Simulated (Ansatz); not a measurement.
# P on Co(0001): change of the work function, part 3 of 4

Wanted: Δφ(θ) for P/Co(0001), starting from the fcc site.

Ansatz 0.2.0; plane-wave DFT, PBE, Ansatz PAW.

So far, work function, upper face (eV): step 2 (the clean slab) 4.93; step 3 (37 atoms, coverage 0.111 ML, cell 3x3) 5.09.

## Step 4: The covered slab, k-mesh 6×6×1, coverage 0.25 ML

System of this step: P/Co(0001). The cell holds 17 atoms: 16 Co and 1 P. Its edges and angles: a = 5.020 Å, b = 5.020 Å, c = 25.939 Å, α = 90.0°, β = 90.0°, γ = 60.0°. Vacuum lies along c.

Another coverage, to see how the dipoles act on each other as their distance changes.

Input file input.yaml:

```yaml
crystal:
  lattice:
    - [5.02, 0.0, 0.0]
    - [2.51, 4.347447527, 0.0]
    - [0.0, 0.0, 25.9394195692]
  atoms:
    - { symbol: Co, position: [0.3333333333, 0.3333333333, 0.346962274], spin: 1.82 }
    - { symbol: Co, position: [0.0, 0.0, 0.4254378156], spin: 1.76 }
    - { symbol: Co, position: [0.3333333333, 0.3333333333, 0.5042910493], spin: 1.74 }
    - { symbol: Co, position: [0.0, 0.0, 0.5792897966], spin: 1.79 }
    - { symbol: Co, position: [0.3333333333, 0.8333333333, 0.346962274], spin: 1.82 }
    - { symbol: Co, position: [0.0, 0.5, 0.4254378156], spin: 1.76 }
    - { symbol: Co, position: [0.3333333333, 0.8333333333, 0.5042910493], spin: 1.74 }
    - { symbol: Co, position: [0.0, 0.5, 0.5792897966], spin: 1.79 }
    - { symbol: Co, position: [0.8333333333, 0.3333333333, 0.346962274], spin: 1.82 }
    - { symbol: Co, position: [0.5, 0.0, 0.4254378156], spin: 1.76 }
    - { symbol: Co, position: [0.8333333333, 0.3333333333, 0.5042910493], spin: 1.74 }
    - { symbol: Co, position: [0.5, 0.0, 0.5792897966], spin: 1.79 }
    - { symbol: Co, position: [0.8333333333, 0.8333333333, 0.346962274], spin: 1.82 }
    - { symbol: Co, position: [0.5, 0.5, 0.4254378156], spin: 1.76 }
    - { symbol: Co, position: [0.8333333333, 0.8333333333, 0.5042910493], spin: 1.74 }
    - { symbol: Co, position: [0.5, 0.5, 0.5792897966], spin: 1.79 }
    - { symbol: P, position: [0.1666666667, 0.1666666667, 0.653037726] }
magnetization:
  spin_polarized: true
kpoints:
  mp_grid: { grid: [6, 6, 1] }
hamiltonian:
  xc: pbe
scf:
  occupations: { method: fermi_dirac, width: 0.1 }
  convergence: { dr2_threshold: 1.0e-08 }
efield:
  axis: 3
  dipole_correction: true
  ramp_position: 0.97
  ramp_width: 0.06
relax:
  f_tol: 0.02
  max_steps: 60
  constraints: [{ sites: [0, 1, 4, 5, 8, 9, 12, 13] }]
output:
  dos: { projected: true, e_range: [-8, 4] }
  write_potential: true
  write_density: true
  volumetric_format: npy
  elf: true
```

Started as:

```sh
> ansatz run input.yaml --threads 4 --pin off --max-ram 16384MiB --backend cpu --events-out ev --progress --plain --runs-dir out
```

The log of the run:

```text
[...]
Crystal: 17 atoms, lattice volume = 566.107 Å³
Basis set: ecut = 420 eV, 11145 PW (Γ), exchange–correlation on 72×72×360 points (8 copies of the dense FFT grid, shifted against one another)
Bands: 184, of which v1, the nominal top of the filled ones, is band 139 counted from 1 (138 counted from 0)
Symmetry: 6 space group operations
k-points: 7 of 36 (time reversal used)
[...]
Starting moments: Σ|m| = 28.44 μB on 16 of 17 sites
[...]
SCF iter   1: F=—  HF=-82761.656036 eV  |F-HF|=—  |Δ(HF+E_count)|=         —  Δρ=4.38e-2 (↑1.31e-2 ↓4.38e-2)  dr2=2.99e1  dr2_m=1.95e0  M=27.323 μB ∫|m|=28.535 μB  β_m=1.00  ethr=3.10e-3  p=-0.000 e·Å  D=-1.06e-6 V/Å  ΔV_dip=0.00 eV  dr2_dipole=1.01e0  V_vac-E_F(+/−)=7.34/7.34 eV  ⟨swp⟩=9.4  Hψ=13064  notcnv=0  defer=184
[...]
SCF iter  18: F=-82769.198832 eV  HF=-82769.198832 eV  |F-HF|=2.33e-10  |Δ(HF+E_count)|=   2.90e-9  Δρ=4.36e-7 (↑2.47e-7 ↓4.36e-7)  dr2=1.99e-9  dr2_m=9.02e-11  M=26.532 μB ∫|m|=29.303 μB  ethr=2.63e-12  p=-0.039 e·Å  D=-1.24e-2 V/Å  ΔV_dip=0.32 eV  dr2_dipole=1.74e-10  V_vac-E_F(+/−)=5.31/4.99 eV  ⟨swp⟩=14.1  Hψ=18962  notcnv=0
SCF 1 converged in 18 iterations: F = -82769.198832 eV  dr2 = 1.99e-9
[...]
relax step   1: F+E_penalty+E_count = -82769.19883204 eV  Δ(F+E_penalty+E_count) = +0.000e0 eV  max|allowed force component| = 2.897e0 eV/Å  Δτ_max = 0.0000 Å  (18 SCF iters, accepted)
[...]
SCF iter  13: F=-82769.581159 eV  HF=-82769.581159 eV  |F-HF|=5.25e-9  |Δ(HF+E_count)|=   2.46e-8  Δρ=5.70e-7 (↑3.35e-7 ↓5.70e-7)  dr2=5.69e-9  dr2_m=2.34e-10  M=26.352 μB ∫|m|=28.994 μB  ethr=1.00e-12  p=-0.035 e·Å  D=-1.11e-2 V/Å  ΔV_dip=0.29 eV  dr2_dipole=1.06e-9  V_vac-E_F(+/−)=5.28/5.00 eV  ⟨swp⟩=11.2  Hψ=16889  notcnv=0
SCF 2 converged in 13 iterations: F = -82769.581159 eV  dr2 = 5.69e-9
relax step   2: F+E_penalty+E_count = -82769.58115869 eV  Δ(F+E_penalty+E_count) = -3.823e-1 eV  max|allowed force component| = 1.620e0 eV/Å  Δτ_max = 0.1603 Å  (13 SCF iters, accepted)
SCF iter   1: F=—  HF=-82769.683107 eV  |F-HF|=—  |Δ(HF+E_count)|=         —  Δρ=4.07e-3 (↑4.07e-3 ↓3.78e-3)  dr2=1.08e-1  dr2_m=6.98e-2  M=26.094 μB ∫|m|=28.689 μB  β_m=1.00  ethr=2.55e-4  p=-0.035 e·Å  D=-1.11e-2 V/Å  ΔV_dip=0.29 eV  dr2_dipole=3.40e-2  V_vac-E_F(+/−)=5.27/4.98 eV  ⟨swp⟩=5.9  Hψ=7939  notcnv=0  defer=270
[...]
SCF iter  14: F=-82769.712462 eV  HF=-82769.712462 eV  |F-HF|=3.46e-9  |Δ(HF+E_count)|=   3.90e-9  Δρ=2.04e-7 (↑9.39e-8 ↓2.04e-7)  dr2=3.65e-10  dr2_m=8.72e-11  M=26.080 μB ∫|m|=28.618 μB  ethr=1.00e-12  p=-0.027 e·Å  D=-8.52e-3 V/Å  ΔV_dip=0.22 eV  dr2_dipole=5.94e-11  V_vac-E_F(+/−)=5.22/5.00 eV  ⟨swp⟩=11.9  Hψ=16445  notcnv=0
SCF 3 converged in 14 iterations: F = -82769.712462 eV  dr2 = 3.65e-10
relax step   3: F+E_penalty+E_count = -82769.71246194 eV  Δ(F+E_penalty+E_count) = -1.313e-1 eV  max|allowed force component| = 4.786e-1 eV/Å  Δτ_max = 0.1688 Å  (14 SCF iters, accepted)
[...]
relax step   4: F+E_penalty+E_count = -82769.72495137 eV  Δ(F+E_penalty+E_count) = -1.249e-2 eV  max|allowed force component| = 8.302e-2 eV/Å  Δτ_max = 0.0297 Å  (14 SCF iters, accepted)
SCF iter   1: F=—  HF=-82769.726446 eV  |F-HF|=—  |Δ(HF+E_count)|=         —  Δρ=3.83e-4 (↑3.16e-4 ↓3.83e-4)  dr2=7.84e-4  dr2_m=5.13e-4  M=26.140 μB ∫|m|=28.688 μB  β_m=1.00  ethr=7.55e-6  p=-0.029 e·Å  D=-9.17e-3 V/Å  ΔV_dip=0.24 eV  dr2_dipole=9.57e-8  V_vac-E_F(+/−)=5.24/5.00 eV  ⟨swp⟩=2.3  Hψ=4535  notcnv=0  defer=224
[...]
SCF iter  12: F=-82769.726001 eV  HF=-82769.726001 eV  |F-HF|=5.38e-9  |Δ(HF+E_count)|=   1.83e-9  Δρ=7.37e-7 (↑1.84e-7 ↓7.37e-7)  dr2=5.93e-9  dr2_m=5.92e-10  M=26.138 μB ∫|m|=28.686 μB  ethr=1.79e-12  p=-0.029 e·Å  D=-9.24e-3 V/Å  ΔV_dip=0.24 eV  dr2_dipole=6.86e-10  V_vac-E_F(+/−)=5.24/5.00 eV  ⟨swp⟩=9.2  Hψ=14971  notcnv=0
SCF 5 converged in 12 iterations: F = -82769.726001 eV  dr2 = 5.93e-9
relax step   5: F+E_penalty+E_count = -82769.72600071 eV  Δ(F+E_penalty+E_count) = -1.049e-3 eV  max|allowed force component| = 1.321e-2 eV/Å  Δτ_max = 0.0092 Å  (12 SCF iters, accepted)
[...]
SCF converged after 12 iterations
Magnetization: 26.1378 μB (151.5689 up, 125.4311 down)
Absolute magnetization: 28.6928 μB (∫|ρ↑−ρ↓|, with the PAW one-centre terms)
[...]
Per-site moments (μB) at R_I (Å): [(1.840460, 1.030734), (1.765319, 1.011325), (1.739773, 1.009712), (1.293219, 0.898439), (1.840460, 1.030734), (1.765319, 1.011325), (1.739773, 1.009712), (1.293219, 0.898439), (1.840460, 1.030734), (1.765319, 1.011325), (1.739773, 1.009712), (1.293219, 0.898439), (1.837592, 1.030734), (1.782099, 1.030734), (1.712492, 1.011325), (1.908001, 1.009712), (-0.058647, 0.898439)]
Free energy (F): -82769.726001 eV
[...]
Internal energy: -82769.114709 eV  (E = F + TS)
E sigma→0 (E₀):  -82769.420355 eV
Entropy (-TS):   -0.611292 eV (-35.958 meV/atom)
Fermi energy:    2.647136 eV
Dipole field:    D = -0.009215 V/Å  (p = -0.028831 e·Å, saw-weighted, corrected)
Work function:   Φ+ = 5.2390 eV   Φ− = 5.0000 eV
[...]
--- Forces (eV/Å), atoms counted from 1 ---
  atom   1  Co    -0.00361043    -0.00208448     0.43096681
  atom   2  Co     0.05543235     0.03200388    -0.46785581
  atom   3  Co    -0.00203643    -0.00117573     0.00510339
  atom   4  Co    -0.00452351    -0.00261165     0.00647366
  atom   5  Co     0.00000000     0.00416896     0.43096681
  atom   6  Co    -0.00000000    -0.06400776    -0.46785581
  atom   7  Co    -0.00000000     0.00235147     0.00510339
  atom   8  Co    -0.00000000     0.00522329     0.00647366
  atom   9  Co     0.00361043    -0.00208448     0.43096681
  atom  10  Co    -0.05543235     0.03200388    -0.46785581
  atom  11  Co     0.00203643    -0.00117573     0.00510339
  atom  12  Co     0.00452351    -0.00261165     0.00647366
  atom  13  Co     0.00000000    -0.00000000     0.45229825
  atom  14  Co    -0.00000000     0.00000000    -0.34774178
  atom  15  Co    -0.00000000    -0.00000000    -0.01320637
  atom  16  Co     0.00000000     0.00000000    -0.00328202
  atom  17  P      0.00000000    -0.00000000    -0.01216720
  max |Σ_I F_I| component: 3.50e-5 eV/Å
--- Band table (eV; the first three rows and the last of 14) ---
  k-point 0 ↑: bands = [... 135 lower, 1.7500, 1.8772, 1.8772, 1.8809, 1.9446, 1.9484, 1.9484, 2.0267, ... 41 higher]
  k-point 1 ↑: bands = [... 135 lower, 1.6546, 1.6935, 1.7091, 1.7186, 1.7509, 1.7670, 1.8501, 1.8991, ... 41 higher]
  k-point 2 ↑: bands = [... 135 lower, 1.4205, 1.4273, 1.5093, 1.5407, 1.5837, 1.6067, 1.6379, 1.6721, ... 41 higher]
  k-point 6 ↓: bands = [... 135 lower, 3.2517, 3.3184, 3.3664, 3.3990, 3.4204, 3.4351, 3.4802, 3.4804, ... 41 higher]
--- Relaxed structure (5 steps of the walk, 5 accepted, 0 SCFs on fresh bases) ---
  F+E_penalty+E_count = -82769.72600071 eV   max|allowed force component| = 1.321e-2 eV/Å
  atoms:
    - { symbol: Co, position: [0.333333, 0.333333, 0.346962] }
    - { symbol: Co, position: [2.666712e-17, 2.666712e-17, 0.425438] }
    - { symbol: Co, position: [0.333259, 0.333259, 0.504335] }
    - { symbol: Co, position: [-0.00449376, -0.00449376, 0.580072] }
    - { symbol: Co, position: [0.333333, 0.833333, 0.346962] }
    - { symbol: Co, position: [5.551115e-17, 0.5, 0.425438] }
    - { symbol: Co, position: [0.333259, 0.833481, 0.504335] }
    - { symbol: Co, position: [-0.00449376, 0.508988, 0.580072] }
    - { symbol: Co, position: [0.833333, 0.333333, 0.346962] }
    - { symbol: Co, position: [0.5, 2.666712e-17, 0.425438] }
    - { symbol: Co, position: [0.833481, 0.333259, 0.504335] }
    - { symbol: Co, position: [0.508988, -0.00449376, 0.580072] }
    - { symbol: Co, position: [0.833333, 0.833333, 0.346962] }
    - { symbol: Co, position: [0.500000, 0.5, 0.425438] }
    - { symbol: Co, position: [0.833333, 0.833333, 0.501676] }
    - { symbol: Co, position: [0.500000, 0.5, 0.580368] }
    - { symbol: P, position: [0.166667, 0.166667, 0.641380] }
```

It took 7.1 min on 4 threads of Arm Neoverse V1, shared host; peak memory 3.1 GiB; 28 min of CPU time.

Relaxation path:

| step | energy less that of the first step (eV) | largest force component (eV/Å) |
| --- | --- | --- |
| 1 | 0.0000 | 2.8974 |
| 2 | -0.3823 | 1.6199 |
| 3 | -0.5136 | 0.4786 |
| 4 | -0.5261 | 0.0830 |
| 5 | -0.5272 | 0.0132 |

The run keeps the 6 symmetry operations that the program found, so distortions that break them were not tested.

The atoms that moved most (Å):

| atom | dx | dy | dz | length |
| --- | --- | --- | --- | --- |
| P17 | 0.000 | 0.000 | -0.302 | 0.302 |
| Co15 | 0.000 | 0.000 | -0.068 | 0.068 |
| Co12 | 0.034 | -0.020 | 0.020 | 0.044 |
| Co8 | 0.000 | 0.039 | 0.020 | 0.044 |
| Co4 | -0.034 | -0.020 | 0.020 | 0.044 |
| Co16 | 0.000 | 0.000 | 0.028 | 0.028 |

The relaxed structure:

```xyz
17
Lattice="5.0200 0.0000 0.0000 2.5100 4.3474 0.0000 0.0000 0.0000 25.9394" Properties=species:S:1:pos:R:3
Co    2.5100    1.4491    9.0000
Co    0.0000    0.0000   11.0356
Co    2.5094    1.4488   13.0822
Co   -0.0338   -0.0195   15.0467
Co    3.7650    3.6229    9.0000
Co    1.2550    2.1737   11.0356
Co    3.7650    3.6235   13.0822
Co    1.2550    2.2128   15.0467
Co    5.0200    1.4491    9.0000
Co    2.5100    0.0000   11.0356
Co    5.0206    1.4488   13.0822
Co    2.5438   -0.0195   15.0467
Co    6.2750    3.6229    9.0000
Co    3.7650    2.1737   11.0356
Co    6.2750    3.6229   13.0132
Co    3.7650    2.1737   15.0544
P     1.2550    0.7246   16.6370
```

This step gave:

* energy at zero smearing: -82769.4204 eV
* total moment: 26.14 μB
* work function, upper face: 5.239 eV
* work function, lower face: 5.000 eV
* dipole along the normal: -0.02883 e·Å
* step between the vacuum levels: 0.2390 eV

The density of states has structure finer than the step of the table below, so its rows give means over 0.5 eV. Peaks (eV: height): total -2.56: 60.5, -2.35: 51.8, -2.26: 51.6, -1.95: 47.7, -1.11: 58.9, -0.84: 70.5, 1.08: 44.5; up -3.07: 31.3, -2.80: 34.8, -2.53: 33.2, -2.20: 32.2, -1.83: 31.7, -1.77: 32.4, -1.11: 35.6; down -2.56: 32.6, -0.96: 29.6, -0.90: 33.8, -0.84: 48.4, -0.36: 30.5, 0.81: 35.4, 1.08: 43.6.

Density of states against energy, zero at the Fermi level; means over each step; values in states/eV a cell:

| energy (eV) | total | up | down |
| --- | --- | --- | --- |
| -7.5 | 0.979 | 0.498 | 0.481 |
| -7.0 | 1.70 | 0.911 | 0.789 |
| -6.5 | 2.02 | 1.07 | 0.956 |
| -6.0 | 2.78 | 1.42 | 1.36 |
| -5.5 | 2.74 | 1.69 | 1.05 |
| -5.0 | 8.58 | 6.28 | 2.30 |
| -4.5 | 15.6 | 13.1 | 2.52 |
| -4.0 | 17.8 | 12.1 | 5.75 |
| -3.5 | 22.0 | 14.2 | 7.75 |
| -3.0 | 29.0 | 18.9 | 10.1 |
| -2.5 | 39.1 | 25.6 | 13.5 |
| -2.0 | 32.8 | 20.5 | 12.3 |
| -1.5 | 34.7 | 19.7 | 14.9 |
| -1.0 | 46.7 | 23.8 | 22.9 |
| -0.5 | 24.7 | 7.39 | 17.3 |
| 0.0 | 17.5 | 3.91 | 13.6 |
| 0.5 | 18.9 | 2.72 | 16.2 |
| 1.0 | 29.3 | 3.34 | 25.9 |
| 1.5 | 9.36 | 2.55 | 6.80 |

Projected DOS per atom over height of the atomic layer and energy from the Fermi level. Layers: Co4 Co4 Co4 Co4 P from below.

Ten even steps from '_' (0.01 states/eV) to '@' (3.17 states/eV), each cell a mean:
```
________..
::--::::::
++++++==..
--::::==::
--::::--::
======++..
@@@@@@%%..
%%****##..
**==++++::
%%****##::
**++****--
--====--::
--======--
::----::::
..----::..
........__
__________
__________
__________
__________
__________
__________
```
Columns: height of the atomic layer (Å) from 9 to 16.6 (not evenly spaced); rows upwards: energy from the Fermi level (eV) from -7.96 to 1.95.

Projected DOS per atom, spin up over height of the atomic layer and energy from the Fermi level. Layers: Co4 Co4 Co4 Co4 P from below.

Ten even steps from '0' (0.01 states/eV) to '9' (1.90 states/eV), each cell a mean:
```
00001
00001
00001
00013
00012
11221
79971
86561
75451
97681
86761
34442
55552
34431
24421
12210
00000
00000
00000
00000
00000
00000
```
Columns: height of the atomic layer (Å) from 9 to 16.6 (not evenly spaced); rows upwards: energy from the Fermi level (eV) from -7.96 to 1.95.

Projected DOS per atom, spin down over height of the atomic layer and energy from the Fermi level. Layers: Co4 Co4 Co4 Co4 P from below.

Values in states/eV, 22 rows by 5 columns, each cell a mean:
```
0.23 0.18 0.20 0.17 0.27
0.70 0.96 0.89 0.68 0.50
1.58 1.64 1.58 1.16 0.17
1.16 0.79 0.81 1.08 0.17
0.92 0.68 0.74 0.89 0.27
1.29 1.10 1.01 1.09 0.26
1.83 1.16 1.18 1.28 0.20
1.05 0.90 0.94 1.11 0.14
0.51 0.61 0.65 0.76 0.57
0.78 0.83 0.69 0.68 0.41
0.38 0.60 0.72 0.77 0.72
0.40 0.64 0.58 0.41 0.44
0.24 0.44 0.44 0.38 0.60
0.18 0.29 0.35 0.33 0.38
0.12 0.17 0.19 0.16 0.15
0.11 0.11 0.11 0.13 0.12
0.06 0.07 0.07 0.05 0.04
0.05 0.10 0.11 0.06 0.03
0.06 0.06 0.07 0.04 0.05
0.04 0.08 0.09 0.03 0.03
0.01 0.05 0.05 0.01 0.01
0.01 0.05 0.04 0.01 0.01
```
Columns: height of the atomic layer (Å) from 9 to 16.6 (not evenly spaced); rows upwards: energy from the Fermi level (eV) from -7.96 to 1.95.

Site moment by atom:

| atom | site moment (μB) |
| --- | --- |
| Co1 | 1.84 |
| Co2 | 1.77 |
| Co3 | 1.74 |
| Co4 | 1.29 |
| Co5 | 1.84 |
| Co6 | 1.77 |
| Co7 | 1.74 |
| Co8 | 1.29 |
| Co9 | 1.84 |
| Co10 | 1.77 |
| Co11 | 1.74 |
| Co12 | 1.29 |
| Co13 | 1.84 |
| Co14 | 1.78 |
| Co15 | 1.71 |
| Co16 | 1.91 |
| P17 | -0.06 |

Spin density in the ca plane at fractional y = 0.000, with atoms of Co within 0.2 Å of it.

Ten even steps from '0' (0.0 e/Å³) to '9' (5.3 e/Å³), each cell a mean:
```
00000000351000000002410000000000000000000000
00000000000000000000000000000000000000000000
00000000000000000000000000000000000000000000
00000000000000000000000000000000000000000000
00000000000000000000000000000000000000000000
00000000351000000002410000000000000000000000
00000000692000000004610000000000000000000000
00000000110000000000100000000000000000000000
00000000000000000000000000000000000000000000
00000000000000000000000000000000000000000000
00000000000000000000000000000000000000000000
00000000110000000000100000000000000000000000
00000000692000000004610000000000000000000000
```
Columns run along c (16.0 Å, from fractional 0.30 to 0.92 of the cell), rows up along a (5.0 Å). Atoms in or near the plane, at fractional coordinates: Co at (0.43, 0.00), Co at (0.58, 0.00), Co at (0.43, 0.50), Co at (0.58, 0.51).

Valence density in the ca plane at fractional y = 0.000, with atoms of Co within 0.2 Å of it. It is the smooth field of the valence electrons, not physical close to the nuclei.

Values in e/Å³, 7 rows by 16 columns, each cell a mean:
```
 0  0  1  9  0  0  1 11  0  0  0  0  0  0  0  0
 0  1  0  0  0  1  0  0  0  0  0  0  0  0  0  0
 0  0  1  4  0  1  1  5  0  0  0  0  0  0  0  0
 0  0  2 22  1  0  2 21  1  0  0  0  0  0  0  0
 0  1  0  2  0  1  0  1  1  0  0  0  0  0  0  0
 0  1  0  1  0  1  0  1  1  0  0  0  0  0  0  0
 0  0  2 17  0  0  1 16  1  0  0  0  0  0  0  0
```
Columns run along c (16.0 Å, from fractional 0.30 to 0.92 of the cell), rows up along a (5.0 Å). Atoms in or near the plane, at fractional coordinates: Co at (0.43, 0.00), Co at (0.58, 0.00), Co at (0.43, 0.50), Co at (0.58, 0.51).

ELF in the ca plane at fractional y = 0.000, with atoms of Co within 0.2 Å of it. It is the smooth field of the valence electrons, not physical close to the nuclei.

Ten even steps from '0' (0.00) to '9' (0.96), each cell a mean:
```
33333323795123223237961123221000000000000000
22111221232221112212321111000000000000000000
11121122222211221222222210000000000000000000
11121122222211211222222210000000000000000000
22111221232221112212321111000000000000000000
33333323795123223237961123221000000000000000
34433314996223333238972356654210000000000000
33222222563122222224533678876421000000000000
21111121111221111221125788998631000000000000
11221123222321221222246778998642000000000000
21111121111221111221125788998631000000000000
33222222563122222224533678876421000000000000
34433314996223333238972356654210000000000000
```
Columns run along c (16.0 Å, from fractional 0.30 to 0.92 of the cell), rows up along a (5.0 Å). Atoms in or near the plane, at fractional coordinates: Co at (0.43, 0.00), Co at (0.58, 0.00), Co at (0.43, 0.50), Co at (0.58, 0.51).

The relaxation took 5 steps and lowered the energy by 0.53 eV; the largest force on the free atoms ends at 0.013 eV/Å.

By hand: a sheet of dipoles makes a step −p/(ε₀A) in the electron's potential. With e/ε₀ = 180.95 V·Å, p = -0.02883 e·Å and A = 21.82 Å², that is −180.95 × (-0.02883) / 21.82 = +0.239 eV, and the two vacuum levels of the run differ by +0.239 eV.

The covered face has 5.24 eV, +0.31 eV against the clean one; the bare back face has moved by +0.01 eV, a measure of how thin the slab is.

(Continued in part 4 of 4.)

[Long decimals in the printed logs are rounded to 6 places.]

[Logs are printed without paths, hosts, clocks, repeated set-up lines and the standing remarks that a program may print on its own settings, such as how far it seeks lower states.]

[Hosts, paths, dates, database ids (printed as entryN), source tags and the programs' standing remarks are cut or masked in the printed files.]

[Maps of the electrostatic potential energy from Ansatz leave out the sawtooth potential of an applied field or a dipole correction, so their vacuum need not be flat; planar profiles and work functions include it.]
